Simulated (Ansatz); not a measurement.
# Ti (P6_3/mmc, 2 atoms in the cell): modes against biaxial strain in the (0001) plane, that of a and b, part 2 of 3

Wanted: the shifts of the zone-centre modes of Ti (P6_3/mmc, 2 atoms in the cell) with strain.

Ansatz 0.2.0; DFT PBEsol, scalar-relativistic, plane waves, PAW; PAW set soft_1.

So far. Step 3 (Tight relaxation): The forces vanish by symmetry and the pressure is -0.005 GPa, within the tolerances set. The cell now holds 16.72 Å³/atom.

## (4) Zone-centre response at rest

The force constants come from the linear response of the density to a displacement.

The modes at rest are the reference of the series.

input.yaml reads:

```yaml
crystal:
  lattice:
    - [2.9004419643, 0.0, 0.0]
    - [-1.4502209821, 2.5118564233, 0.0]
    - [0.0, 0.0, 4.5887404065]
  atoms:
    - { symbol: Ti, position: [0.3333333333, 0.6666666667, 0.25] }
    - { symbol: Ti, position: [0.6666666667, 0.3333333333, 0.75] }
kpoints:
  mp_grid: { grid: [18, 18, 12] }
hamiltonian:
  xc: pbesol
  pseudopotentials: { kind: paw, azcp: { folder: soft_1 }, xc_functional: pbe }
scf:
  occupations: { method: methfessel_paxton, width: 0.2 }
output:
  eigenvalues: true
phonons:
  method: dfpt
```

Run with:

```sh
$ ansatz run input.yaml --threads 4 --pin off --max-ram 10240MiB --backend cpu --events-out ev --progress --plain --runs-dir out
```

Numbers of over 12 decimals in the logs are rounded to 6 here.

The log of the run:

```text
zone centre: on kpoints.mp_grid the ground state, and the responses unless they are solved on pairs of k-points, stand on 637 of the mesh's 3888 k-points, reduced under 4 symmetry operations, with k and −k counted as one. Each operation leaves every solved displacement unchanged or reverses it
[...]
Crystal: 2 atoms, lattice volume = 33.431 Å³
Basis set: ecut = 420 eV, 627 PW (Γ), exchange–correlation on 40×40×64 points (8 copies of the dense FFT grid, shifted against one another)
Bands: 16, of which v1, the nominal top of the filled ones, is band 12 counted from 1 (11 counted from 0)
Symmetry: 24 space group operations
k-points: 637 of 3888 (irreducible under 4 space group operations, time reversal used)
[...]
SCF iter   1: F=—  HF=-4948.270796 eV  |F-HF|=—  |Δ(HF+E_count)|=         —  Δρ=6.44e-2  dr2=1.41e0  ethr=3.10e-3  ⟨swp⟩=4.4  Hψ=89390  notcnv=0
automatic band count: the SCF goes on with 20 bands, as 16 were too few: they end inside the smearing window of the response
[...]
SCF iter   2: F=—  HF=-4947.956076 eV  |F-HF|=—  |Δ(HF+E_count)|=   3.15e-1  S|Δr|=    0.00e0  Δρ=3.68e-2  dr2=4.87e-1  ethr=3.10e-3  ⟨swp⟩=2.0  Hψ=21455  notcnv=0  defer=877
[...]
SCF iter   8: F=-4947.798770 eV  HF=-4947.798770 eV  |F-HF|=9.09e-13  |Δ(HF+E_count)|=  8.64e-11  S|Δr|=    0.00e0  Δρ=4.44e-8  dr2=2.50e-13  ethr=1.00e-12  ⟨swp⟩=8.9  Hψ=50478  notcnv=0
SCF 1 converged in 8 iterations: F = -4947.798770 eV  dr2 = 2.50e-13
[...]
DFPT response loops at Γ: preconditioner auto → Kerker (q_TF=auto, 2.582 Å⁻¹) (partly filled bands, converged f_vac=0.000); β = 1.00, the filter's whole step (`scf.mixing.beta` (0.50) is not read by the response loops under this deck's `scf.mixing.preconditioner`; to damp them name `kerker` or `kerker_dos`, under which they read `scf.mixing.beta`, and type it under 1.00, their step now; both keys bind the ground state too); Broyden in place of MSR1
SCF converged after 8 iterations
[...]
Free energy (F): -4947.798770 eV
[...]
Internal energy: -4947.803489 eV  (E = F + TS)
E sigma→0 (E₀):  -4947.799950 eV
Entropy (-TS):   0.004719 eV (2.360 meV/atom)
Fermi energy:    13.784615 eV
[...]
--- Band table (eV; the first three rows and the last of 637) ---
  k-point 0: bands = [... 8 lower, 7.5017, 10.9861, 14.5662, 14.5662, 14.6579, 14.7029, 15.1003, 15.1003, ... 4 higher]
  k-point 1: bands = [... 8 lower, 7.5627, 10.9622, 14.5325, 14.5325, 14.5456, 14.6681, 15.0648, 15.0648, ... 4 higher]
  k-point 2: bands = [... 8 lower, 7.7434, 10.8752, 14.2744, 14.4634, 14.4634, 14.5675, 14.9688, 14.9688, ... 4 higher]
  k-point 636: bands = [... 8 lower, 11.6971, 11.6971, 13.1877, 13.1877, 13.6753, 13.6753, 15.3961, 15.3961, ... 4 higher]
--- Phonons (Γ-DFPT): 2 representative perturbations + reference, on 637 of 3888 k-points (Σ response iterations 6) ---
  k mesh reduced under 4 symmetry operations, with k and −k counted as one. Each operation leaves every solved displacement unchanged or reverses it
  ASR residual: 1.071e-5 → 0.000e0 eV/Å²; symmetrization residual: 4.003e-10 eV/Å²
  ASR residual per site (eV/Å²): 1.07e-5 1.07e-5
  Γ frequencies (cm⁻¹): 0.00 0.00 0.00 127.75 127.75 192.14
  non-analytic LO–TO correction: not included (Born effective charges unavailable; polar crystals: no LO–TO splitting at Γ)
```

Elapsed: 22 s, on 4 threads of Arm Neoverse V2, shared host; peak memory 1.4 GiB.

In the SCF lines HF is the Harris–Foulkes energy and dr2 the Hartree energy of the density residual, in eV; the loop may stop once dr2 is under the threshold and the program's other checks hold. Hψ counts applications of the Hamiltonian.

This step gave:

* sum-rule residual before enforcement: 1.07e-5 eV/Å²
* point group: 6/mmm
* highest optical mode at the zone centre (no LO-TO term): 192.1 cm⁻¹
* lowest optical zone-centre mode: 127.8 cm⁻¹

Patterns of degenerate modes are one choice out of their space. Modes at Γ:

```
mode  frequency (cm⁻¹)  symmetry
   1               0.0  acoustic
   2               0.0  acoustic
   3               0.0  acoustic
   4             127.8       E2g
   5             127.8       E2g
   6             192.1       B1g
```

Displacements in mode 5 (127.8 cm⁻¹), the largest set to 1:
```
Ti1  1.00  0.00  0.00
Ti2 -1.00  0.00  0.00
```

Displacements in mode 6 (192.1 cm⁻¹), the largest set to 1:
```
Ti1  0.00  0.00  1.00
Ti2  0.00  0.00 -1.00
```

Before it was imposed, the acoustic sum rule was missed by 1.1e-5 eV/Å². Small misses are needed for a sound result but don't prove that mesh and cutoff are converged. The lowest optical mode is real, 128 cm⁻¹.

## (5) A member of the series: biaxial strain of +4 % in the (0001) plane, that of a and b

The cell takes a biaxial strain of +4 % in the (0001) plane, that of a and b. The strained lengths are held, while the rest of the cell and the atoms relax.

input.yaml, the sections that differ from step 4:

```yaml
crystal:
  lattice:
    - [3.0164596429, 0.0, 0.0]
    - [-1.5082298214, 2.6123306802, 0.0]
    - [0.0, 0.0, 4.4803472641]
  atoms:
    - { symbol: Ti, position: [0.3333333333, 0.6666666667, 0.25] }
    - { symbol: Ti, position: [0.6666666667, 0.3333333333, 0.75] }
output:
  forces: true
  stress: true
  eigenvalues: true
relax:
  adjacent_minimum: "off"
  f_tol: 0.001
  max_steps: 60
  cell: { stress_tol: 0.01, fix: [a, b, gamma] }
# kpoints, hamiltonian, scf: as in step 4
# phonons: removed
```

The log of the run:

```text
[...]
Crystal: 2 atoms, lattice volume = 35.305 Å³
Basis set: ecut = 420 eV, 663 PW (Γ), exchange–correlation on 48×48×60 points (8 copies of the dense FFT grid, shifted against one another)
Bands: 16, of which v1, the nominal top of the filled ones, is band 12 counted from 1 (11 counted from 0)
Symmetry: 24 space group operations
[...]
k-points: 259 of 3888
[...]
k-point 258: bands = [... 8 lower, 11.7495, 11.7495, 11.9687, 11.9687, 12.8178, 12.8178, 14.7778, 14.7778, ... 4 higher]
--- Relaxed structure (3 steps of the walk, 3 accepted, 1 SCFs on fresh bases) ---
[...]
cell:  # Å, volume = 35.0116 Å³
    - [3.016460, -2.88674145980879e-11, 0]
    - [-1.508230, 2.612331, 0]
    - [0, 0, 4.443108]
  atoms:
    - { symbol: Ti, position: [0.333333, 0.666667, 0.25] }
    - { symbol: Ti, position: [0.666667, 0.333333, 0.750000] }
[key lines of the parts left out:]
SCF converged after 5 iterations
Free energy (F): -4947.734479 eV
Fermi energy:    13.063809 eV
P = ⅓ Tr σ = -4.8331 GPa (-48.331 kbar)
```

Wall time 7.3 s (4 threads); peak memory 0.47 GiB.

Step by step:

```
step  energy less that of the first step (eV)  largest force component (eV/Å)  pressure (GPa)  volume (Å³)
   1                                   0.0000                          0.0000           -5.71        35.31
   2                                  -0.0013                          0.0000           -4.61        34.94
   3                                  -0.0014                          0.0000           -4.84        35.01
  4*                                  -0.0013                          0.0000           -4.83        35.01
```

Relaxation steps marked * repeat the geometry before them on a plane-wave basis chosen anew for their cell, so energy and pressure can jump there.

The run keeps the 24 symmetry operations that it works with, so distortions that break them were not tested.

```
conventional cell, symmetrised  before  after  change
                         a (Å)   3.016  3.016  +0.0 %
                         b (Å)   3.016  3.016  +0.0 %
                         c (Å)   4.480  4.443  -0.8 %
              volume (Å³/atom)   17.65  17.51  -0.8 %
```

Final coordinates:

```xyz
2
Lattice="3.0165 0.0000 0.0000 -1.5082 2.6123 0.0000 0.0000 0.0000 4.4431" Properties=species:S:1:pos:R:3 pbc="T T T"
Ti    0.0000    1.7416    1.1108
Ti    1.5082    0.8708    3.3323
```

This step gave:

```yaml
pressure: -4.833 GPa
volume_per_atom: 17.51 Å³
```

The forces vanish by symmetry.

The cell shrank by 0.8 % in volume.

## (6) Zone-centre modes of the member: biaxial strain of +4 % in the (0001) plane, that of a and b

The zone-centre modes follow for biaxial strain of +4 % in the (0001) plane, that of a and b.

input.yaml, the sections that differ from step 5:

```yaml
crystal:
  lattice:
    - [3.0164596429, 0.0, 0.0]
    - [-1.5082298214, 2.6123306802, 0.0]
    - [0.0, 0.0, 4.4431079347]
  atoms:
    - { symbol: Ti, position: [0.3333333333, 0.6666666667, 0.25] }
    - { symbol: Ti, position: [0.6666666667, 0.3333333333, 0.75] }
output:
  eigenvalues: true
phonons:
  method: dfpt
# kpoints, hamiltonian, scf: as in step 5
# relax: removed
```

The log of the run:

```text
[...]
Crystal: 2 atoms, lattice volume = 35.012 Å³
Basis set: ecut = 420 eV, 663 PW (Γ), exchange–correlation on 48×48×60 points (8 copies of the dense FFT grid, shifted against one another)
Bands: 16, of which v1, the nominal top of the filled ones, is band 12 counted from 1 (11 counted from 0)
Symmetry: 24 space group operations
k-points: 637 of 3888 (irreducible under 4 space group operations, time reversal used)
[...]
SCF iter   1: F=—  HF=-4948.218677 eV  |F-HF|=—  |Δ(HF+E_count)|=         —  Δρ=6.35e-2  dr2=1.48e0  ethr=3.10e-3  ⟨swp⟩=4.3  Hψ=89110  notcnv=0
[...]
SCF iter   8: F=-4947.734479 eV  HF=-4947.734479 eV  |F-HF|=1.82e-12  |Δ(HF+E_count)|=  4.18e-11  S|Δr|=    0.00e0  Δρ=9.17e-8  dr2=2.02e-12  ethr=1.00e-12  ⟨swp⟩=8.7  Hψ=49590  notcnv=0
SCF 1 converged in 8 iterations: F = -4947.734479 eV  dr2 = 2.02e-12
[...]
SCF converged after 8 iterations
[...]
Free energy (F): -4947.734479 eV
[...]
Internal energy: -4947.738916 eV  (E = F + TS)
E sigma→0 (E₀):  -4947.735588 eV
Entropy (-TS):   0.004437 eV (2.218 meV/atom)
Fermi energy:    13.063809 eV
[...]
--- Band table (eV; the first three rows and the last of 637) ---
  k-point 0: bands = [... 8 lower, 6.8804, 10.3965, 13.7144, 13.7144, 14.2978, 14.2978, 14.3392, 14.3392, ... 4 higher]
  k-point 1: bands = [... 8 lower, 6.9451, 10.3822, 13.6424, 13.6424, 14.2872, 14.2872, 14.3315, 14.3544, ... 4 higher]
  k-point 2: bands = [... 8 lower, 7.1366, 10.3221, 13.5207, 13.5207, 14.0038, 14.1505, 14.1505, 14.2201, ... 4 higher]
  k-point 636: bands = [... 8 lower, 11.0443, 11.0443, 12.4940, 12.4940, 12.9219, 12.9219, 14.5577, 14.5577, ... 4 higher]
[...]
ASR residual: 5.129e-5 → 0.000e0 eV/Å²; symmetrization residual: 5.032e-10 eV/Å²
  ASR residual per site (eV/Å²): 5.13e-5 5.13e-5
  Γ frequencies (cm⁻¹): 0.00 0.00 0.00 138.07 138.07 228.50
[...]
```

The job ended after 23 s (4 threads; peak memory 1.4 GiB; 85 s of CPU time).

Numbers from this step:

```yaml
sum_rule_residual_before_enforcement: 5.13e-5 eV/Å²
highest_optical_mode_at_the_zone_centre_no_lo_to_term: 228.5 cm⁻¹
lowest_optical_zone_centre_mode: 138.1 cm⁻¹
```

Patterns of degenerate modes are one choice out of their space. Modes at Γ:

```
mode  frequency (cm⁻¹)  symmetry
   1               0.0  acoustic
   2               0.0  acoustic
   3               0.0  acoustic
   4             138.1       E2g
   5             138.1       E2g
   6             228.5       B1g
```

Displacements in mode 4 (138.1 cm⁻¹), the largest set to 1:
```
Ti1  1.00  0.00  0.00
Ti2 -1.00  0.00  0.00
```

Displacements in mode 6 (228.5 cm⁻¹), the largest set to 1:
```
Ti1  0.00  0.00  1.00
Ti2  0.00  0.00 -1.00
```

The lowest optical mode is real, 138 cm⁻¹, and the highest lies at 228.5 cm⁻¹.

For the highest optical mode at the zone centre (no LO-TO term), step 4 gave 192 cm⁻¹; this run, with strain 4 %, gives 228 cm⁻¹ (+19 %).

## (7) A member of the series: biaxial strain of -4 % in the (0001) plane, that of a and b

The cell takes a biaxial strain of -4 % in the (0001) plane, that of a and b. The strained lengths are held, while the rest of the cell and the atoms relax.

input.yaml, the sections that differ from step 6:

```yaml
crystal:
  lattice:
    - [2.7844242857, 0.0, 0.0]
    - [-1.3922121429, 2.4113821664, 0.0]
    - [0.0, 0.0, 4.7114319307]
  atoms:
    - { symbol: Ti, position: [0.3333333333, 0.6666666667, 0.25] }
    - { symbol: Ti, position: [0.6666666667, 0.3333333333, 0.75] }
output:
  forces: true
  stress: true
  eigenvalues: true
relax:
  adjacent_minimum: "off"
  f_tol: 0.001
  max_steps: 60
  cell: { stress_tol: 0.01, fix: [a, b, gamma] }
# kpoints, hamiltonian, scf: as in step 6
# phonons: removed
```

The log of the run:

```text
[...]
Crystal: 2 atoms, lattice volume = 31.634 Å³
Basis set: ecut = 420 eV, 615 PW (Γ), exchange–correlation on 40×40×64 points (8 copies of the dense FFT grid, shifted against one another)
Bands: 16, of which v1, the nominal top of the filled ones, is band 12 counted from 1 (11 counted from 0)
Symmetry: 24 space group operations
[...]
k-points: 259 of 3888
[...]
--- Relaxed structure (4 steps of the walk, 4 accepted, 1 SCFs on fresh bases) ---
[...]
cell:  # Å, volume = 31.9548 Å³
    - [2.784424, 2.8867485430862062e-11, 5.224072810975015e-19]
    - [-1.392212, 2.411382, -2.6120364055344225e-19]
    - [8.839480238690442e-19, 0, 4.759203]
  atoms:
    - { symbol: Ti, position: [0.333333, 0.666667, 0.250000] }
    - { symbol: Ti, position: [0.666667, 0.333333, 0.750000] }
[key lines of the parts left out:]
SCF converged after 5 iterations
Free energy (F): -4947.727556 eV
Fermi energy:    14.494084 eV
P = ⅓ Tr σ = 5.7021 GPa (57.021 kbar)
```

It took 7 s on 4 threads; peak memory 0.43 GiB.

The steps of the relaxation:

```
step  energy less that of the first step (eV)  largest force component (eV/Å)  pressure (GPa)  volume (Å³)
   1                                   0.0000                          0.0000            7.14        31.63
   2                                  -0.0018                          0.0000            5.37        32.03
   3                                  -0.0020                          0.0000            5.70        31.96
   4                                  -0.0020                          0.0000            5.71        31.95
  5*                                  -0.0020                          0.0000            5.70        31.95
```

Relaxation steps marked * repeat the geometry before them on a plane-wave basis chosen anew for their cell, so energy and pressure can jump there.

The run keeps the 24 symmetry operations that it works with, so distortions that break them were not tested.

```
conventional cell, symmetrised  before  after  change
                         a (Å)   2.784  2.784  -0.0 %
                         b (Å)   2.784  2.784  -0.0 %
                         c (Å)   4.711  4.759  +1.0 %
              volume (Å³/atom)   15.82  15.98  +1.0 %
```

The relaxed structure:

```cif
data_structure
_symmetry_space_group_name_H-M 'P 1'
_symmetry_Int_Tables_number 1
_cell_length_a 2.7844
_cell_length_b 2.7844
_cell_length_c 4.7592
_cell_angle_alpha 90.000
_cell_angle_beta 90.000
_cell_angle_gamma 120.000
_cell_volume 31.95
loop_
_atom_site_label
_atom_site_type_symbol
_atom_site_fract_x
_atom_site_fract_y
_atom_site_fract_z
_atom_site_occupancy
Ti1 Ti 0.33333 0.66667 0.25000 1
Ti2 Ti 0.66667 0.33333 0.75000 1
```

Numbers from this step:

```
pressure        : 5.702 GPa
volume per atom : 15.98 Å³
```

The forces vanish by symmetry.

The cell grew by 1.0 % in volume.

(Part 2 of 3 ends here.)

[Logs are printed without paths, hosts, clocks, repeated set-up lines and the standing remarks that a program may print on its own settings, such as how far it seeks lower states.]

[Hosts, paths, dates, database ids (printed as entryN), source tags and the programs' standing remarks are cut or masked in the printed files.]
